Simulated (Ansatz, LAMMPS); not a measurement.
# Structural relaxation of a frame of liquid dimethyl carbonate from 300 K (108 atoms), part 2 of 3

How does a frame of liquid dimethyl carbonate from 300 K (108 atoms) relax, and what do bonds, charges and levels look like afterwards?

Ansatz 0.2.0; Kohn-Sham DFT, PBE+D4, PAW (set soft_2), plane waves.

The cell: 27 C, 27 O and 54 H. The network of contacts between molecules at the start is that of the classical potential that made the cell. The density was typed from a rule of thumb and may lie off the real one at this temperature. The Brillouin zone is sampled at Γ only, in a cell whose shortest periodic width is 11 Å.

So far. Step 3 (Single point at the start): Neighbours are counted within 1.34 Å (H-C), 1.73 Å (C-O).

## 4. Relaxation

The atoms are relaxed in the fixed cell, aiming at the force tolerance of the input.

The input, input.yaml:

```yaml
crystal:
  lattice:
    - [10.78542, 0.0, 0.0]
    - [0.0, 10.78542, 0.0]
    - [0.0, 0.0, 10.78542]
  atoms:
    [... the 108 atom lines of step 3 ...]
kpoints:
  mp_grid: { grid: [1, 1, 1] }
hamiltonian:
  xc: pbe
  dispersion: d4
scf:
  occupations: { method: fixed }
output:
  forces: true
relax:
  f_tol: 0.05
  max_steps: 200
```

Started as:

```console
> ansatz run input.yaml --threads 4 --pin off --max-ram 8192MiB --backend cpu --events-out ev --progress --plain --runs-dir out
```

Numbers of over 12 decimals in the logs are rounded to 6 here.

The log of the run:

```text
[...]
Crystal: 108 atoms, lattice volume = 1254.617 Å³
Basis set: ecut = 420 eV, 24405 PW (Γ), exchange–correlation on 150×150×150 points (8 copies of the dense FFT grid, shifted against one another)
Bands: 270, of which v1, the nominal top of the filled ones, is band 162 counted from 1 (161 counted from 0)
Symmetry: 1 space group operations
[...]
k-points: 1
[...]
SCF iter   1: F=—  HF=-22946.135265 eV  |F-HF|=—  |Δ(HF+E_count)|=         —  Δρ=4.40e-3  dr2=2.57e-1  ethr=1.77e-3  ⟨swp⟩=5.0  Hψ=852  notcnv=0  defer=106
[...]
SCF iter   3: F=—  HF=-22946.105360 eV  |F-HF|=—  |Δ(HF+E_count)|=   5.20e-3  Δρ=1.46e-3  dr2=2.83e-2  ethr=1.86e-5  ⟨swp⟩=3.0  Hψ=325  notcnv=0  defer=44
automatic band count: iteration 3 solves 208 bands in place of 270: the levels show a gap, and the empty bands left out lie too high to hold charge; the band table lists the bands solved (type scf.n_extra_bands for more)
SCF iter   4: F=—  HF=-22946.101072 eV  |F-HF|=—  |Δ(HF+E_count)|=   4.29e-3  Δρ=3.99e-4  dr2=2.71e-3  ethr=8.73e-6  ⟨swp⟩=3.0  Hψ=312  notcnv=0  defer=44
[...]
SCF iter   7: F=-22946.100584 eV  HF=-22946.100586 eV  |F-HF|=2.63e-6  |Δ(HF+E_count)|=   1.61e-5  Δρ=2.34e-5  dr2=6.12e-6  ethr=1.93e-8  ⟨swp⟩=4.0  Hψ=669  notcnv=0
SCF 1 converged in 7 iterations: F = -22946.100584 eV  dr2 = 6.12e-6
[...]
relax step   1: F+E_penalty+E_count = -22946.10058372 eV  Δ(F+E_penalty+E_count) = +0.000e0 eV  max|allowed force component| = 3.558e0 eV/Å  Δτ_max = 0.0000 Å  (7 SCF iters, dr2 threshold 6.25e-5 eV, accepted)
[... from here on, the SCF cycles and remarks between the steps are left out ...]
relax step   2: F+E_penalty+E_count = -22948.94902121 eV  Δ(F+E_penalty+E_count) = -2.848e0 eV  max|allowed force component| = 2.002e0 eV/Å  Δτ_max = 0.1965 Å  (7 SCF iters, dr2 threshold 1.00e-4 eV, accepted)
relax step   3: F+E_penalty+E_count = -22949.87011522 eV  Δ(F+E_penalty+E_count) = -9.211e-1 eV  max|allowed force component| = 9.430e-1 eV/Å  Δτ_max = 0.1946 Å  (7 SCF iters, dr2 threshold 1.00e-4 eV, accepted)
relax step   4: F+E_penalty+E_count = -22950.11556201 eV  Δ(F+E_penalty+E_count) = -2.454e-1 eV  max|allowed force component| = 5.117e-1 eV/Å  Δτ_max = 0.2000 Å  (6 SCF iters, dr2 threshold 1.00e-4 eV, accepted)
relax step   5: F+E_penalty+E_count = -22950.27812075 eV  Δ(F+E_penalty+E_count) = -1.626e-1 eV  max|allowed force component| = 2.954e-1 eV/Å  Δτ_max = 0.1943 Å  (7 SCF iters, dr2 threshold 5.81e-5 eV, accepted)
relax step   6: F+E_penalty+E_count = -22950.35272122 eV  Δ(F+E_penalty+E_count) = -7.460e-2 eV  max|allowed force component| = 2.785e-1 eV/Å  Δτ_max = 0.1949 Å  (7 SCF iters, dr2 threshold 2.57e-5 eV, accepted)
relax step   7: F+E_penalty+E_count = -22950.40358567 eV  Δ(F+E_penalty+E_count) = -5.086e-2 eV  max|allowed force component| = 7.581e-1 eV/Å  Δτ_max = 0.1999 Å  (7 SCF iters, dr2 threshold 2.58e-5 eV, accepted)
relax step   8: F+E_penalty+E_count = -22950.45125888 eV  Δ(F+E_penalty+E_count) = -4.767e-2 eV  max|allowed force component| = 6.187e-1 eV/Å  Δτ_max = 0.1645 Å  (6 SCF iters, dr2 threshold 1.00e-4 eV, accepted)
relax step   9: F+E_penalty+E_count = -22950.49614106 eV  Δ(F+E_penalty+E_count) = -4.488e-2 eV  max|allowed force component| = 7.324e-1 eV/Å  Δτ_max = 0.1950 Å  (6 SCF iters, dr2 threshold 1.00e-4 eV, accepted)
relax step  10: F+E_penalty+E_count = -22950.53966423 eV  Δ(F+E_penalty+E_count) = -4.352e-2 eV  max|allowed force component| = 7.268e-1 eV/Å  Δτ_max = 0.1739 Å  (6 SCF iters, dr2 threshold 1.00e-4 eV, accepted)
relax step  11: F+E_penalty+E_count = -22950.61138997 eV  Δ(F+E_penalty+E_count) = -7.173e-2 eV  max|allowed force component| = 3.353e-1 eV/Å  Δτ_max = 0.2000 Å  (6 SCF iters, dr2 threshold 1.00e-4 eV, accepted)
relax step  12: F+E_penalty+E_count = -22950.63828819 eV  Δ(F+E_penalty+E_count) = -2.690e-2 eV  max|allowed force component| = 2.343e-1 eV/Å  Δτ_max = 0.2000 Å  (7 SCF iters, dr2 threshold 2.39e-5 eV, accepted)
relax step  13: F+E_penalty+E_count = -22950.65492261 eV  Δ(F+E_penalty+E_count) = -1.663e-2 eV  max|allowed force component| = 4.143e-1 eV/Å  Δτ_max = 0.1955 Å  (7 SCF iters, dr2 threshold 1.17e-5 eV, accepted)
relax step  14: F+E_penalty+E_count = -22950.69418534 eV  Δ(F+E_penalty+E_count) = -3.926e-2 eV  max|allowed force component| = 1.379e-1 eV/Å  Δτ_max = 0.0435 Å  (5 SCF iters, dr2 threshold 8.39e-5 eV, accepted)
relax step  15: F+E_penalty+E_count = -22950.72600324 eV  Δ(F+E_penalty+E_count) = -3.182e-2 eV  max|allowed force component| = 5.429e-2 eV/Å  Δτ_max = 0.1680 Å  (10 SCF iters, accepted)
relax step  16: F+E_penalty+E_count = -22950.74488192 eV  Δ(F+E_penalty+E_count) = -1.888e-2 eV  max|allowed force component| = 5.730e-1 eV/Å  Δτ_max = 0.1952 Å  (10 SCF iters, accepted)
relax step  17: F+E_penalty+E_count = -22950.77066722 eV  Δ(F+E_penalty+E_count) = -2.579e-2 eV  max|allowed force component| = 2.977e-1 eV/Å  Δτ_max = 0.1407 Å  (6 SCF iters, dr2 threshold 5.09e-5 eV, accepted)
relax step  18: F+E_penalty+E_count = -22950.80219183 eV  Δ(F+E_penalty+E_count) = -3.152e-2 eV  max|allowed force component| = 2.869e-1 eV/Å  Δτ_max = 0.1916 Å  (7 SCF iters, dr2 threshold 2.39e-5 eV, accepted)
[...]
relax step  21: F+E_penalty+E_count = -22950.86459143 eV  Δ(F+E_penalty+E_count) = -1.582e-2 eV  max|allowed force component| = 3.342e-1 eV/Å  Δτ_max = 0.1949 Å  (6 SCF iters, dr2 threshold 3.04e-5 eV, accepted)
relax step  22: F+E_penalty+E_count = -22950.87839208 eV  Δ(F+E_penalty+E_count) = -1.380e-2 eV  max|allowed force component| = 3.725e-1 eV/Å  Δτ_max = 0.1950 Å  (6 SCF iters, dr2 threshold 1.00e-4 eV, accepted)
relax step  23: F+E_penalty+E_count = -22950.89269082 eV  Δ(F+E_penalty+E_count) = -1.430e-2 eV  max|allowed force component| = 2.935e-1 eV/Å  Δτ_max = 0.1260 Å  (6 SCF iters, dr2 threshold 1.00e-4 eV, accepted)
relax step  24: F+E_penalty+E_count = -22950.90869012 eV  Δ(F+E_penalty+E_count) = -1.600e-2 eV  max|allowed force component| = 3.156e-1 eV/Å  Δτ_max = 0.1980 Å  (6 SCF iters, dr2 threshold 5.35e-5 eV, accepted)
relax step  25: F+E_penalty+E_count = -22950.91944182 eV  Δ(F+E_penalty+E_count) = -1.075e-2 eV  max|allowed force component| = 2.759e-1 eV/Å  Δτ_max = 0.1205 Å  (6 SCF iters, dr2 threshold 6.19e-5 eV, accepted)
relax step  26: F+E_penalty+E_count = -22950.93115414 eV  Δ(F+E_penalty+E_count) = -1.171e-2 eV  max|allowed force component| = 1.801e-1 eV/Å  Δτ_max = 0.1317 Å  (6 SCF iters, dr2 threshold 5.82e-5 eV, accepted)
[...]
relax step  30: F+E_penalty+E_count = -22950.95357745 eV  Δ(F+E_penalty+E_count) = -4.160e-3 eV  max|allowed force component| = 1.150e-1 eV/Å  Δτ_max = 0.0775 Å  (7 SCF iters, dr2 threshold 6.89e-6 eV, accepted)
relax step  31: F+E_penalty+E_count = -22950.95571083 eV  Δ(F+E_penalty+E_count) = -2.133e-3 eV  max|allowed force component| = 8.418e-2 eV/Å  Δτ_max = 0.0704 Å  (7 SCF iters, dr2 threshold 1.16e-5 eV, accepted)
relax step  32: F+E_penalty+E_count = -22950.95757277 eV  Δ(F+E_penalty+E_count) = -1.862e-3 eV  max|allowed force component| = 5.577e-2 eV/Å  Δτ_max = 0.0756 Å  (7 SCF iters, dr2 threshold 3.80e-6 eV, accepted)
relax step  33: F+E_penalty+E_count = -22950.95909454 eV  Δ(F+E_penalty+E_count) = -1.522e-3 eV  max|allowed force component| = 5.555e-2 eV/Å  Δτ_max = 0.0490 Å  (9 SCF iters, accepted)
relax step  34: F+E_penalty+E_count = -22950.96062514 eV  Δ(F+E_penalty+E_count) = -1.531e-3 eV  max|allowed force component| = 4.376e-2 eV/Å  Δτ_max = 0.0576 Å  (9 SCF iters, accepted)
relax step  35: F+E_penalty+E_count = -22950.96178840 eV  Δ(F+E_penalty+E_count) = -1.163e-3 eV  max|allowed force component| = 5.068e-2 eV/Å  Δτ_max = 0.0771 Å  (9 SCF iters, accepted)
relax step  36: F+E_penalty+E_count = -22950.96256587 eV  Δ(F+E_penalty+E_count) = -7.775e-4 eV  max|allowed force component| = 7.047e-2 eV/Å  Δτ_max = 0.0523 Å  (9 SCF iters, accepted)
relax step  37: F+E_penalty+E_count = -22950.96339725 eV  Δ(F+E_penalty+E_count) = -8.314e-4 eV  max|allowed force component| = 6.566e-2 eV/Å  Δτ_max = 0.0281 Å  (6 SCF iters, dr2 threshold 4.97e-6 eV, accepted)
relax step  38: F+E_penalty+E_count = -22950.96459360 eV  Δ(F+E_penalty+E_count) = -1.196e-3 eV  max|allowed force component| = 3.921e-2 eV/Å  Δτ_max = 0.0426 Å  (7 SCF iters, dr2 threshold 3.74e-6 eV, accepted)
relax step  39: F+E_penalty+E_count = -22950.96459363 eV  Δ(F+E_penalty+E_count) = -2.425e-8 eV  max|allowed force component| = 3.921e-2 eV/Å  Δτ_max = 0.0000 Å  (3 SCF iters, accepted)
relax step  40: F+E_penalty+E_count = -22950.96576597 eV  Δ(F+E_penalty+E_count) = -1.172e-3 eV  max|allowed force component| = 5.025e-2 eV/Å  Δτ_max = 0.0838 Å  (9 SCF iters, accepted)
relax step  41: F+E_penalty+E_count = -22950.96618449 eV  Δ(F+E_penalty+E_count) = -4.185e-4 eV  max|allowed force component| = 7.765e-2 eV/Å  Δτ_max = 0.0677 Å  (7 SCF iters, dr2 threshold 2.53e-6 eV, accepted)
relax step  42: F+E_penalty+E_count = -22950.96714504 eV  Δ(F+E_penalty+E_count) = -9.606e-4 eV  max|allowed force component| = 6.445e-2 eV/Å  Δτ_max = 0.0117 Å  (5 SCF iters, dr2 threshold 6.03e-6 eV, accepted)
relax step  43: F+E_penalty+E_count = -22950.96813092 eV  Δ(F+E_penalty+E_count) = -9.859e-4 eV  max|allowed force component| = 2.305e-2 eV/Å  Δτ_max = 0.0151 Å  (6 SCF iters, dr2 threshold 2.86e-6 eV, accepted)
relax step  44: F+E_penalty+E_count = -22950.96813150 eV  Δ(F+E_penalty+E_count) = -5.790e-7 eV  max|allowed force component| = 2.306e-2 eV/Å  Δτ_max = 0.0000 Å  (3 SCF iters, accepted)
relax step  45: F+E_penalty+E_count = -22950.96950732 eV  Δ(F+E_penalty+E_count) = -1.376e-3 eV  max|allowed force component| = 3.834e-2 eV/Å  Δτ_max = 0.0663 Å  (9 SCF iters, accepted)
SCF converged after 9 iterations
Free energy (F): -22950.969507 eV
[...]
Internal energy: -22950.969507 eV  (E = F + TS)
E sigma→0 (E₀):  -22950.969507 eV
Fermi energy:    -1.839437 eV
[...]
--- Forces (eV/Å), atoms counted from 1 ---
  atom   1  C     -0.00529342    -0.00635337    -0.01432132
  atom   2  O      0.00279410     0.00751831     0.00259039
  atom   3  C     -0.01286632    -0.00832685     0.00273615
  atom   4  O      0.00484124     0.00030579    -0.00505594
  atom   5  O      0.00892518     0.00725940     0.00711612
  atom   6  C      0.00494736     0.00264938    -0.00132704
  atom   7  H     -0.00085364     0.00116543     0.00035599
  atom   8  H     -0.00016938    -0.00164749     0.00319247
  atom   9  H     -0.00104721     0.00065035    -0.00068083
  atom  10  H     -0.00132035    -0.00138572    -0.00104228
  atom  11  H     -0.00473134    -0.00349192     0.00579160
  atom  12  H     -0.00203109     0.00191238    -0.00235329
  atom  13  C     -0.00409690     0.00214627     0.02361263
  atom  14  O      0.00274476     0.01342397    -0.00279742
[...]
atom 107  H     -0.00044927     0.00431893     0.00026649
  atom 108  H      0.00073794     0.00201564    -0.00273154
  max |Σ_I F_I| component: 1.43e-4 eV/Å
--- Relaxed structure (45 steps of the walk, 45 accepted, 0 SCFs on fresh bases) ---
  F+E_penalty+E_count = -22950.96950732 eV   max|allowed force component| = 3.834e-2 eV/Å
  atoms:
    - { symbol: C, position: [0.747224, 0.171114, 0.221816] }
    - { symbol: O, position: [0.722389, 0.077313, 0.128970] }
    - { symbol: C, position: [0.604201, 0.072639, 0.090042] }
    - { symbol: O, position: [0.519584, 0.138665, 0.125081] }
[...]
- { symbol: H, position: [0.459499, 0.347121, 0.313184] }
```

Run time: 2 min. Hardware: 4 threads of AMD EPYC 9R45, shared host; peak memory 1.2 GiB; 7.5 min of CPU time.

Relaxation path (22 of 45):

```csv
step,energy less that of the first step (eV),largest force component (eV/Å)
1,0.0000,3.5581
3,-3.7695,0.9430
5,-4.1775,0.2954
7,-4.3030,0.7581
9,-4.3956,0.7324
11,-4.5108,0.3353
14,-4.5936,0.1379
16,-4.6443,0.5730
18,-4.7016,0.2869
20,-4.7482,0.2556
22,-4.7778,0.3725
24,-4.8081,0.3156
26,-4.8306,0.1801
28,-4.8443,0.1101
30,-4.8530,0.1150
32,-4.8570,0.0558
35,-4.8612,0.0507
37,-4.8628,0.0657
39,-4.8640,0.0392
41,-4.8656,0.0777
43,-4.8675,0.0230
45,-4.8689,0.0383
```

The atoms that moved most (Å):

```csv
atom,dx,dy,dz,length
H24,-1.379,-1.049,-2.353,2.922
O16,-0.638,-1.963,-1.366,2.475
H20,1.650,-1.542,0.221,2.269
H23,-0.933,-0.030,-1.953,2.165
H19,1.854,0.871,0.131,2.053
C18,-0.789,-0.609,-1.755,2.018
H60,1.648,-0.822,0.478,1.903
H22,-0.336,-1.282,-1.287,1.847
```

The relaxation changed the energy by -45.1 meV/atom, and atoms moved by 1.1 Å r.m.s., 2.9 Å at most.

## 5. Structure statistics after relaxation

Bonds before and after, by the cutoffs listed below:

```csv
pair,bonds before,bonds after,mean before (Å),mean after (Å),spread before (Å),spread after (Å)
H-C,54,54,1.092,1.095,0.028,0.002
C-O,45,45,1.358,1.359,0.076,0.084
```

Density 1.07 g/cm³, 11.62 Å³ an atom.

Pair distribution functions g(r), in bins of 0.2 Å:

```csv
r (Å),total,H-H,H-C,H-O,C-C,C-O,O-O
1.00,4.00,0.00,16.00,0.00,0.00,0.00,0.00
1.20,0.52,0.00,0.00,0.00,0.00,4.11,0.00
1.40,1.64,0.00,0.00,0.00,0.00,13.05,0.00
1.60,0.00,0.00,0.00,0.00,0.00,0.00,0.00
1.80,1.44,5.76,0.00,0.00,0.00,0.00,0.00
2.00,0.99,0.00,0.00,3.97,0.00,0.00,0.00
2.20,0.57,0.00,0.00,0.45,0.00,0.00,7.37
2.40,0.39,0.29,0.00,0.12,4.52,0.00,0.00
2.60,1.12,0.69,1.53,1.52,0.00,1.53,0.00
2.80,0.79,0.79,0.41,1.89,0.00,0.18,0.00
3.00,0.45,0.68,0.49,0.61,0.00,0.08,0.00
3.20,0.91,0.87,1.58,0.71,0.00,0.59,0.81
3.40,0.97,0.95,1.01,0.83,0.12,1.69,0.83
3.60,1.00,0.79,1.16,0.90,0.42,1.61,0.96
3.80,1.08,0.66,1.24,1.63,1.32,0.67,0.48
4.00,1.07,1.05,0.98,1.08,1.90,1.02,0.77
4.20,1.09,1.19,0.99,1.22,2.03,0.62,0.71
4.40,1.04,1.08,0.79,1.18,1.33,0.92,1.14
4.60,1.12,1.05,1.05,1.10,1.60,1.04,1.50
4.80,1.30,1.31,1.66,1.10,1.01,1.31,0.83
5.00,1.07,1.02,1.31,0.85,1.20,1.12,0.93
5.20,1.08,1.19,0.94,1.13,0.86,1.04,1.21
```

Bonds by pair of elements; cutoffs follow the first minimum of g(r), held within bounds set by covalent radii, and pairs that aren't listed don't count as bonded:

```csv
pair A-B,cutoff (Å),bonds,mean length (Å),spread (Å),shortest (Å),B about A,A about B
H-C,1.34,54,1.09,0.002,1.09,1,2
C-O,1.73,45,1.36,0.084,1.21,1.67,1.67
```

How many atoms have how many bonded neighbours:

```csv
element,mean,1,2,3,4
C,3.67,0,0,9,18
H,1,54,0,0,0
O,1.67,9,18,0,0
```

Bond angles, per cent of each kind in bins of 5°:

```csv
angle (°),H-C-H,H-C-O,O-C-O,C-O-C
100–105,0.0,1.8,0.0,0.0
105–110,40.7,42.6,33.3,0.0
110–115,59.3,55.6,0.0,88.9
115–120,0.0,0.0,0.0,11.1
120–125,0.0,0.0,0.0,0.0
125–130,0.0,0.0,66.7,0.0
```

Bond angles (no mean is given where the spread exceeds 20°):

```csv
angle,count,mean (°),spread (°)
H-C-H,54,110,0.6
H-C-O,54,109,2.4
O-C-O,27,120,8.8
C-O-C,18,114,0.4
```

Bond length by coordination (bonds to H left out):

```csv
element,coordination,atoms,mean bond length (Å)
C,3,9,1.30
C,4,18,1.44
O,1,9,1.22
O,2,18,1.39
```

With the cutoffs above, 67 % of C atoms have 4, all H atoms have 1 and 67 % of O atoms have 2 bonded neighbours. The H-C-H angle averages 110° with a spread of 0.6°.

[end of part 2 of 3]

[Logs are printed without paths, hosts, clocks, repeated set-up lines and the standing remarks that a program may print on its own settings, such as how far it seeks lower states.]

[Hosts, paths, dates, database ids (printed as entryN), source tags and the programs' standing remarks are cut or masked in the printed files.]
